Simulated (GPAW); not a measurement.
# Quasiparticle gap of AsP (puckered monolayer) in GPAW, part 2 of 2

How does a plane-wave GW calculation on AsP (puckered monolayer) run from the first input to the gap?

GPAW 26.7.0; LDA and many-body steps on it, plane waves. Known limits of the many-body steps: not at the basis limit; no spin-orbit coupling.

So far. Step 3 (Ground state): The gap is indirect, with the least direct gap 0.28 eV higher. Step 4 (Empty states on the mesh, 6×8×1 mesh, 218 bands): On this mesh the gap is 0.286 eV. The earlier step found 0.248 eV, so this mesh misses an edge.

## 5. Screening and self-energy, 6×8×1 mesh, 96 bands, screening to 36 eV

G0W0 replaces the xc potential by the self-energy, built once from these orbitals. Only a window of levels is corrected, while the sums run over the empty bands that the input names.

This step: G0W0 on LDA, plane waves, PAW.

run.py

```python
import json
import numpy as np
from gpaw.mpi import world
from gpaw.response.g0w0 import G0W0

gw = G0W0('full.gpw',
    filename='gw',
    kpts=[0, 10],
    bands=(8, 12),
    ecut=36,
    nbands=96,
    truncation='2D',
    integrate_gamma='sphere',
    q0_correction=True,
    frequencies={'type': 'nonlinear', 'domega0': 0.15, 'omega2': 15.0},
    eta=0.1,
    nblocksmax=True)
gw.calculate()
res = {mode: {k: v for k, v in r.items() if k != 'sigma_eskwn'}
       for mode, r in gw.all_results.items()}

if world.rank == 0:
    with open('result.json', 'w') as f:
        json.dump(res, f, default=lambda x: x.tolist())
```

On the command line:

```bash
$ mpirun -n 8 gpaw python run.py
```

Numbers of over 12 decimals in the logs are rounded to 6 here.

The log of the run:

```text
Using integrator: PointIntegrator
NonLinearFrequencyDescriptor(from 0.000 to 47.511 eV, 138 points)
Nonperiodic BCs:  [False False  True]
Using integrator: PointIntegrator
NonLinearFrequencyDescriptor(from 0.000 to 47.511 eV, 138 points)
Nonperiodic BCs:  [False False  True]
Applying analytical 2D correction to W:
    Evaluating Gamma point contribution to W on a 17x15x1 grid
  ___  _ _ _
 |   || | | |
 | | || | | |
 |__ ||_____|
 |___|

BZ k-points: Symmetries present (total): 4

  [... matrices ...]
48 k-points: 6 x 8 x 1 Monkhorst-Pack grid + [1/12,1/16,0.000000]
20 k-points in the irreducible part of the Brillouin zone
       k-points in crystal coordinates                weights
   0:     0.00000000    0.00000000    0.00000000          1/48
   1:     0.00000000    0.12500000    0.00000000          2/48
   2:     0.00000000    0.25000000    0.00000000          2/48
   3:     0.00000000    0.37500000    0.00000000          2/48
   4:     0.00000000    0.50000000    0.00000000          1/48
   5:     0.16666667    0.00000000    0.00000000          2/48
   6:     0.16666667    0.12500000    0.00000000          4/48
   7:     0.16666667    0.25000000    0.00000000          4/48
   8:     0.16666667    0.37500000    0.00000000          4/48
   9:     0.16666667    0.50000000    0.00000000          2/48
          ...
  19:     0.50000000    0.50000000    0.00000000          1/48

Distributing spins, k-points and bands (1 x 2 x 4) over 1 process
Number of blocks: 8

Quasi particle states:
k-points (IBZ indices): [0, 10]
Band range: (8, 12)
  [... matrices ...]
Computational parameters:
Plane wave cut-off: 36 eV
Number of bands: 96
Coulomb cutoff: 2D
Broadening: 0.1 eV

fxc modes: GW
Kernel: RPA
Using full-frequency real axis integration
Summing all q:

Calculating screened Coulomb potential
2D Coulomb truncation
NonLinearFrequencyDescriptor(from 0.000 to 47.511 eV, 138 points)
Removing empty qpoint cache files...

Calculating chi0 body with:
    Ground state adapter containing:
    Number of spins: 1
    Number of kpoints: 48
    Number of irreducible kpoints: 20
    Number of completely occupied states: 10
    Number of partially occupied states: 10
    Occupied states memory: 4.6142578125 M / cpu

    Linear response parametrization:
    q_c: [1.3877787807814457e-17, 0.0, 0.0]
    Number of frequency points: 138
    Planewave cutoff: 36.0
    Number of bands: 96
    Number of planewaves: 103
    Broadening (eta): 0.1
    comm.size: 8
    kncomm.size: 1
    blockcomm.size: 8

    Memory estimate of potentially large arrays:
        chi0_wGG: 2.792439 M / cpu
Integrating chi0 body.

Symmetries of q_c:
    Direct symmetries (Uq -> q): 4
    Indirect symmetries (TUq -> q): 0
In total 4 allowed symmetries.

  [... matrices ...]
20 groups of equivalent kpoints. 58.333333% reduction.

Integral kind: spectral function
Integrating chi0 head and wings.

Symmetries of q_c:
    Direct symmetries (Uq -> q): 4
    Indirect symmetries (TUq -> q): 0
In total 4 allowed symmetries.

  [... matrices ...]
20 groups of equivalent kpoints. 58.333333% reduction.

Integral kind: spectral function wings

Calculating chi0 body with:
    Ground state adapter containing:
    Number of spins: 1
    Number of kpoints: 48
    Number of irreducible kpoints: 20
    Number of completely occupied states: 10
    Number of partially occupied states: 10
[... the further q-points ...]

Results:
f:      Occupation numbers
eps:     KS-eigenvalues [eV]
vxc:     KS vxc [eV]
exx:     Exact exchange [eV]
sigma:   Self-energies [eV]
dsigma:  Self-energy derivatives
Z:       Renormalization factors
qp:      QP-energies [eV]

k-point 0 (0): (0.000, 0.000, 0.000)                GW
band       f     eps     vxc     exx   sigma  dsigma       Z      qp
                                                                   GW
   8   1.000  -1.840 -15.054 -16.481   1.776  -0.412   0.708  -1.593
   9   1.000  -0.316 -14.565 -15.677   1.404  -0.410   0.709  -0.109
  10   0.000   0.209 -11.263  -7.665  -2.488  -0.405   0.712   0.999
  11   0.000   1.340 -12.255  -7.726  -3.188  -0.403   0.713   2.296

k-point 1 (10): (0.333, 0.000, 0.000)                GW
band       f     eps     vxc     exx   sigma  dsigma       Z      qp
                                                                   GW
   8   1.000  -2.014 -15.086 -16.555   1.825  -0.413   0.708  -1.762
   9   1.000  -0.077 -14.744 -15.463   1.126  -0.398   0.715   0.214
  10   0.000   0.897 -14.375 -10.086  -2.709  -0.400   0.714   2.025
  11   0.000   1.442 -12.087  -7.981  -2.842  -0.428   0.700   2.327
```

It took 84 s on 8 MPI ranks of Arm Neoverse V1, shared host; peak memory 2.3 GiB.

This step gave:

| Item | Value |
| --- | --- |
| G0W0 gap on the points computed | 0.7853 eV |
| least direct G0W0 gap on the computed points | 1.108 eV |
| Z at the valence top | 0.7151 |
| Z at the conduction bottom | 0.7116 |
| starting gap on the mesh | 0.2864 eV |
| k of the valence top | 0.3333, 0, 0 |
| k of the conduction bottom | 0, 0, 0 |

The gap on the mesh goes from 0.29 eV to 0.79 eV, a correction of +0.50 eV. The start differs from the 0.25 eV found before because the two sample other k points.

Limits: finite bands, cutoff and mesh; no spin-orbit coupling. v1 is the top filled band, c1 the lowest empty one. The levels before and after the correction (eV, zero at the valence-band top of each column):

```csv
,conduction bottom,valence top
Kohn-Sham,0.29,0.00
G0W0,0.79,0.00
```

```csv
,level,energy (eV)
Kohn-Sham,Γ v2,-1.762
Kohn-Sham,Γ v1,-0.238
Kohn-Sham,Γ c1,0.286
Kohn-Sham,Γ c2,1.418
Kohn-Sham,(0.333 0 0) v2,-1.937
Kohn-Sham,(0.333 0 0) v1,0.000
Kohn-Sham,(0.333 0 0) c1,0.975
Kohn-Sham,(0.333 0 0) c2,1.520
G0W0,Γ v2,-1.807
G0W0,Γ v1,-0.322
G0W0,Γ c1,0.785
G0W0,Γ c2,2.083
G0W0,(0.333 0 0) v2,-1.976
G0W0,(0.333 0 0) v1,0.000
G0W0,(0.333 0 0) c1,1.812
G0W0,(0.333 0 0) c2,2.113
```

## 6. Where the time went

Times are wall times on 8 MPI ranks of Arm Neoverse V1, shared host, good to a factor of about two.

```csv
step,time,share,memory (GiB)
relaxation,99 s,31 %,2.0
ground state,9.2 s,3 %,1.4
empty states on the mesh,2.2 min,41 %,1.9
screening and self-energy,84 s,26 %,2.3
```

## 7. What came out

```yaml
lda_gap: 0.25 eV, indirect
g0w0_gap_on_the_mesh: 0.79 eV
g0w0_gap_over_the_zone_rigid_shift: 0.75 eV
gw_settings: 6×8×1 mesh, 96 bands, screening to 36 eV, full frequency, Hilbert transform
known_limits: not at the basis limit; no spin-orbit coupling
```

G0W0 moves the gap on the mesh from 0.29 eV to 0.79 eV (+0.50 eV), with Z of 0.72 and 0.71 at the edges. The mesh misses the band edges by 0.04 eV in all; a rigid shift gives 0.75 eV for the zone. Only 2 of the mesh's irreducible points were corrected, so a valley elsewhere could overtake. Bands and cutoff are finite, so the gap is not at the basis limit. The miss can reach some tenths of an eV and take either sign; the mesh is an error of its own. These stock PAW sets were not made for GW; the filled d or f shell of As lies in the frozen core, which bears on start and correction. In the G0W0 run levels were corrected at 2 k points alone, so a gap called «on the mesh» is the least over those, and an edge elsewhere would be missed. Mesh or cutoff lie under what a gap needs, so these runs test behaviour and cost; their gaps are not to be quoted. The many-body steps are scalar-relativistic: spin-orbit coupling is not in them.

[Paths, hosts, dates, memory and timing lines, banners, echoed tables and standing remarks are left out of the program output.]

[Logs are printed without paths, hosts, clocks, repeated set-up lines and the standing remarks that a program may print on its own settings, such as how far it seeks lower states.]

[Runs of the session that timed out or met a known fault of the program may be left out.]

[Hosts, paths, dates, database ids (printed as entryN), source tags and the programs' standing remarks are cut or masked in the printed files.]
